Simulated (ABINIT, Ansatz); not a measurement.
# A GW chain in ABINIT: BaMg2Sb2 (P-3m1)

Aim: the G0W0 gap of BaMg2Sb2 (P-3m1) on LDA, step by step.

Main program and level: ABINIT 10.8.3; LDA and many-body steps on it, plane waves.

### 1. The starting structure

It takes space group P-3m1 (No. 164, trigonal). Conventional cell: a = 4.770 Å, b = 4.770 Å, c = 8.100 Å, α = 90.00°, β = 90.00°, γ = 120.00°. Nearest to Ba lie 6 Sb at 3.51 Å. Nearest to Mg lie 4 Sb at 2.89 Å. Nearest to Sb lie 4 Mg at 2.89 Å and 3 Ba at 3.51 Å. Farther neighbours, and contacts between anions beyond the nearest, are not listed.

The cell and positions come from the Crystallography Open Database and are kept as given unless a step says otherwise.

### 2. Ground state

This step: ABINIT 10.8.3; DFT, LDA, plane waves, norm-conserving pseudopotentials.

The ground-state density comes first.

The input, run.abi:

```
acell 3*1.0 Angstrom
rprim 
  4.770000000028 -0.000000000006 0.000000000000
  -2.385000000008 4.130941176079 0.000000000000
  0.000000000000 0.000000000000 8.100000000000
ntypat 3
znucl 56 12 51
natom 5
typat 1 2 2 3 3
xred 
  0.000000000000 0.000000000000 0.000000000000
  0.333333333333 0.666666666667 0.624700000000
  0.666666666667 0.333333333333 0.375300000000
  0.333333333333 0.666666666667 0.268000000000
  0.666666666667 0.333333333333 0.732000000000
pp_dirpath "pseudos"
pseudos "Ba.upf, Mg.upf, Sb.upf"
ecut 40
ngkpt 6 6 4
nshiftk 1
shiftk 0 0 0
kptopt 1
chksymbreak 0
nband 44
occopt 1
tolvrs 1e-10
nstep 60
prtwf 0
optforces 0
optstress 0
indata_prefix "in"
outdata_prefix "out"
tmpdata_prefix "tmp"
```

Started as:

```console
> OMP_NUM_THREADS=1 mpirun -n 4 abinit run.abi > log
```

What it wrote:

```text
.Version 10.8.3 of ABINIT. v10.8.2 released Aug 2026.

 Symmetries : space group P-3 m 1 (#164); Bravais hP (primitive hexag.)
================================================================================
 Values of the parameters that define the memory need of the present run
     intxc =       0    ionmov =       0      iscf =       7    lmnmax =       6
     lnmax =       6     mgfft =      90  mpssoang =       3    mqgrid =    4358
     natom =       5  nloc_mem =       1    nspden =       1   nspinor =       1
    nsppol =       1      nsym =      12    n1xccc =    2501    ntypat =       3
    occopt =       1   xclevel =       1
-    mband =          44        mffmem =           1         mkmem =           6
       mpw =       13038          nfft =      262440          nkpt =          24
================================================================================
  Rough estimation (10% accuracy) of disk space for files :
================================================================================

--------------------------------------------------------------------------------
------------- Echo of variables that govern the present computation ------------
--------------------------------------------------------------------------------
 -outvars: echo values of preprocessed input variables --------
            acell      1.8897261259E+00  1.8897261259E+00  1.8897261259E+00 Bohr

      chksymbreak           0
             ecut      4.00000000E+01 Hartree
-          fftalg         312

              ixc       -1012
              kpt      0.00000000E+00  0.00000000E+00  0.00000000E+00
                       1.66666667E-01  0.00000000E+00  0.00000000E+00
                       3.33333333E-01  0.00000000E+00  0.00000000E+00
                       5.00000000E-01  0.00000000E+00  0.00000000E+00
                       1.66666667E-01  1.66666667E-01  0.00000000E+00
                       3.33333333E-01  1.66666667E-01  0.00000000E+00
                       3.33333333E-01  3.33333333E-01  0.00000000E+00
                       0.00000000E+00  0.00000000E+00  2.50000000E-01
                       1.66666667E-01  0.00000000E+00  2.50000000E-01
   [... 13 further rows ...]
                       3.33333333E-01  1.66666667E-01  5.00000000E-01
                       3.33333333E-01  3.33333333E-01  5.00000000E-01
         kptrlatt        6    0    0      0    6    0      0    0    4
          kptrlen      5.40839617E+01
P           mkmem           6
            natom           5
            nband          44
            ngfft          54      54      90
             nkpt          24
            nstep          60
             nsym          12
           ntypat           3
              occ      2.000000  2.000000  2.000000  2.000000  2.000000  2.000000
                       2.000000  2.000000  2.000000  2.000000  2.000000  2.000000
                       2.000000  2.000000  2.000000  2.000000  2.000000  2.000000
                       2.000000  2.000000  2.000000  2.000000  2.000000  2.000000
                       2.000000  2.000000  2.000000  2.000000  2.000000  2.000000
                       2.000000  2.000000  2.000000  2.000000  2.000000  2.000000
                       2.000000  2.000000  0.000000  0.000000  0.000000  0.000000
                       0.000000  0.000000
        optforces           0
        optstress           0
            prtwf           0
            rprim      4.7700000000E+00 -6.0000000000E-12  0.0000000000E+00
[...]
spgroup         164

           tolvrs      1.00000000E-10

             xred      0.0000000000E+00  0.0000000000E+00  0.0000000000E+00
[...]
znucl       56.00000   12.00000   51.00000

================================================================================

 chkinp: Checking input parameters for consistency.

================================================================================
== DATASET  1 ==================================================================
-   mpi_nproc: 4, omp_nthreads: 1 (-1 if OMP is not activated)

--- !DatasetInfo
iteration_state: {dtset: 1, }
dimensions: {natom: 5, nkpt: 24, mband: 44, nsppol: 1, nspinor: 1, nspden: 1, mpw: 13038, }
cutoff_energies: {ecut:  40.0, pawecutdg:  -1.0, }
electrons: {nelect:   7.60000000E+01, charge:   0.00000000E+00, occopt:   1.00000000E+00, tsmear:   1.00000000E-02, }

 Real(R)+Recip(G) space primitive vectors, cartesian coordinates (Bohr,Bohr^-1):
 R(1)=  9.0139936  0.0000000  0.0000000  G(1)=  0.1109386  0.0640504  0.0000000
 R(2)= -4.5069968  7.8063475  0.0000000  G(2)=  0.0000000  0.1281009  0.0000000
 R(3)=  0.0000000  0.0000000 15.3067816  G(3)=  0.0000000  0.0000000  0.0653305
 Unit cell volume ucvol=  1.0770826E+03 bohr^3
 Angles (23,13,12)=  9.00000000E+01  9.00000000E+01  1.20000000E+02 degrees

 getcut: wavevector=  0.0000  0.0000  0.0000  ngfft=  54  54  90
         ecut(hartree)=     40.000   => boxcut(ratio)=   2.06521

--- Pseudopotential description ------------------------------------------------
- Ba Generated using ONCVPSP code by D. R. Hamann
- 56.00000  10.00000  180309                  znucl, zion, pspdat
12 -1012 2 -1 1912                            pspcod,pspxc,lmax,lloc,mmax
     nproj     2     2     2
  pspatm : epsatm=   25.95172157
         --- l  ekb(1:nproj) -->
[...]
pspatm: atomic psp has been read  and splines computed

- Mg Generated using ONCVPSP code by D. R. Hamann
- 12.00000  10.00000  180309                  znucl, zion, pspdat
12 -1012 1 -1 1510                            pspcod,pspxc,lmax,lloc,mmax
     nproj     2     2     0
  pspatm : epsatm=    9.23542517
         --- l  ekb(1:nproj) -->
[...]
pspatm: atomic psp has been read  and splines computed

- Sb Generated using ONCVPSP code by D. R. Hamann
- 51.00000  23.00000  180309                  znucl, zion, pspdat
12 -1012 2 -1 1416                            pspcod,pspxc,lmax,lloc,mmax
     nproj     2     2     2
  pspatm : epsatm=   28.31692806
         --- l  ekb(1:nproj) -->
[...]
pspatm: atomic psp has been read  and splines computed

   7.68028853E+03                                ecore*ucvol(ha*bohr**3)
--------------------------------------------------------------------------------

_setup2: Arith. and geom. avg. npw (full set) are   13014.465   13014.455

================================================================================

--- !BeginCycle
iteration_state: {dtset: 1, }
solver: {iscf: 7, nstep: 60, nline: 4, wfoptalg: 0, }
tolerances: {tolvrs: 1.00E-10, }

     iter   Etot(hartree)      deltaE(h)  residm     vres2
 ETOT  1  -650.34023075265    -6.503E+02 6.637E-01 1.496E+03
 ETOT  2  -652.46482807853    -2.125E+00 1.582E-02 2.614E+02
 ETOT  3  -652.48100122652    -1.617E-02 3.412E-03 6.409E+01
 ETOT  4  -652.48599434896    -4.993E-03 1.876E-03 1.116E+00
 ETOT  5  -652.48609239849    -9.805E-05 6.542E-04 2.685E-01
 ETOT  6  -652.48610444123    -1.204E-05 3.632E-04 3.337E-02
 ETOT  7  -652.48610607854    -1.637E-06 3.226E-04 1.864E-03
 ETOT  8  -652.48610614942    -7.088E-08 1.364E-04 4.539E-05
 ETOT  9  -652.48610615061    -1.196E-09 1.442E-04 5.099E-06
 ETOT 10  -652.48610615094    -3.245E-10 5.512E-05 1.375E-07
 ETOT 11  -652.48610615097    -3.217E-11 2.465E-04 2.672E-09
 ETOT 12  -652.48610615097    -2.501E-12 7.383E-05 3.625E-10
 ETOT 13  -652.48610615098    -9.322E-12 3.021E-04 1.124E-11

 At SCF step   13       vres2   =  1.12E-11 < tolvrs=  1.00E-10 =>converged.

--- !ResultsGS
iteration_state: {dtset: 1, }
comment   : Summary of ground state results
lattice_vectors:
- [  9.0139936,  -0.0000000,   0.0000000, ]
- [ -4.5069968,   7.8063475,   0.0000000, ]
- [  0.0000000,   0.0000000,  15.3067816, ]
lattice_lengths: [   9.01399,    9.01399,   15.30678, ]
lattice_angles: [ 90.000,  90.000, 120.000, ] # degrees, (23, 13, 12)
lattice_volume:   1.0770826E+03
convergence: {deltae: -9.322E-12, res2:  1.124E-11, residm:  3.021E-04, diffor:  0.000E+00, }
etotal    :  -6.52486106E+02
entropy   :   0.00000000E+00
fermie    :   1.82057405E-01
cartesian_stress_tensor: null
pressure_GPa: null
xred      :
- [  0.0000E+00,   0.0000E+00,   0.0000E+00, Ba]
- [  3.3333E-01,   6.6667E-01,   6.2470E-01, Mg]
- [  6.6667E-01,   3.3333E-01,   3.7530E-01, Mg]
- [  3.3333E-01,   6.6667E-01,   2.6800E-01, Sb]
- [  6.6667E-01,   3.3333E-01,   7.3200E-01, Sb]
cartesian_forces: null
force_length_stats: {min: null, max: null, mean: null, }

 Integrated electronic density in atomic spheres:
 ------------------------------------------------
 Atom  Sphere_radius  Integrated_density
[...]
================================================================================

 ----iterations are completed or convergence reached----

 Mean square residual over all n,k,spin=   36.593E-08; max=  30.210E-05
 reduced coordinates (array xred) for    5 atoms
       0.000000      0.000000      0.000000
       0.333333      0.666667      0.624700
       0.666667      0.333333      0.375300
       0.333333      0.666667      0.268000
       0.666667      0.333333      0.732000
 rms dE/dt=  0.0000E+00; max dE/dt=  0.0000E+00; dE/dt below (all hartree)
    1       0.000000      0.000000      0.000000
    2       0.000000      0.000000      0.000000
    3       0.000000      0.000000      0.000000
    4       0.000000      0.000000      0.000000
    5       0.000000      0.000000      0.000000

 cartesian coordinates (angstrom) at end:
    1      0.000000     0.000000     0.000000
    2      4e-12     2.753961     5.060070
    3      2.385000     1.376980     3.039930
    4      4e-12     2.753961     2.170800
    5      2.385000     1.376980     5.929200
 length scales=  1.889726  1.889726  1.889726 bohr
              =  1.000000  1.000000  1.000000 angstroms
 prteigrs : about to open file out_EIG
 Fermi (or HOMO) energy (hartree) =   0.18206   Average Vxc (hartree)=  -0.33860
 Eigenvalues (hartree) for nkpt=  24  k points:
 kpt#   1, nband= 44, wtk=  0.00694, kpt=  0.0000  0.0000  0.0000 (reduced coord)
  -5.05441   -5.05440   -3.33116   -3.33116   -3.33116   -3.33116   -3.33110   -3.33110
  -2.58053   -2.58051   -1.38348   -1.38336   -1.38336   -1.38336   -1.38325   -1.38325
  -0.83776   -0.83146   -0.83146   -0.83144   -0.83144   -0.83123   -0.83120   -0.83080
  -0.83080   -0.83079   -0.83079   -0.29807   -0.28931   -0.28931   -0.15960   -0.12239
   0.05349    0.14580    0.14580    0.18064    0.18206    0.18206    0.23428    0.23589
   0.25841    0.27900    0.27900    0.29190
 prteigrs : prtvol=0 or 1, do not print more k-points.

--- !EnergyTerms
iteration_state     : {dtset: 1, }
comment             : Components of total free energy in Hartree
kinetic             :  2.450763E+02
hartree             :  2.516953E+02
xc                  : -9.095494E+01
Ewald energy        : -2.907743E+02
psp_core            :  7.130640E+00
local_psp           : -7.216367E+02
non_local_psp       : -5.302240E+01
total_energy        : -6.524861E+02
total_energy_eV     : -1.775505E+04
band_energy         : -1.063189E+02

== END DATASET(S) ==============================================================
================================================================================

 -outvars: echo values of variables after computation  --------
           etotal     -6.5248610615E+02
            nband          44
             nkpt          24
          spgroup         164
 [... the other variables as echoed above ...]

 Calculation completed.
```

Elapsed: 3.4 min, on 4 MPI ranks of Intel Xeon Platinum 8375C at 2.90GHz (Ice Lake), shared host; peak memory 0.74 GiB.

This step gave:

| Item | Value |
| --- | --- |
| total energy | -17755.0515 eV |
| gap | 0.7837 eV |
| k of the valence top | 0, 0, 0 |
| k of the conduction bottom | 0.5, 0, 0 |
| least direct gap | 1.421 eV |

The gap is indirect, with the least direct gap 0.64 eV higher.

[end of part 1 of 3]

[Long decimals in the printed logs are rounded to 6 places.]

[Logs are printed without paths, hosts, clocks, repeated set-up lines and the standing remarks that a program may print on its own settings, such as how far it seeks lower states.]

[Paths, hosts, dates, memory and timing lines, banners, echoed tables and standing remarks are left out of the program output; an Ansatz launch command may be rebuilt from the run's recorded settings. Measured values are a selection of at most five: reports struck by readers or far from the other reports are left out. None is set beside runs whose start may be inverted or whose files or cutoffs have a known fault.]

[Runs of the session that timed out or met a known fault of the program may be left out.]

[Hosts, paths, dates, database ids (printed as entryN), source tags and the programs' standing remarks are cut or masked in the printed files.]

[G0W0 gaps are taken among the corrected bands and points alone; a level outside them can change the order at an edge.]

[Where Ansatz stands beside ABINIT at settings called matched, ABINIT's density can come from a denser mesh and the files from another edition; pairs whose starting gaps differed by over 0.03 eV were left out, so agreement reads better than it is.]
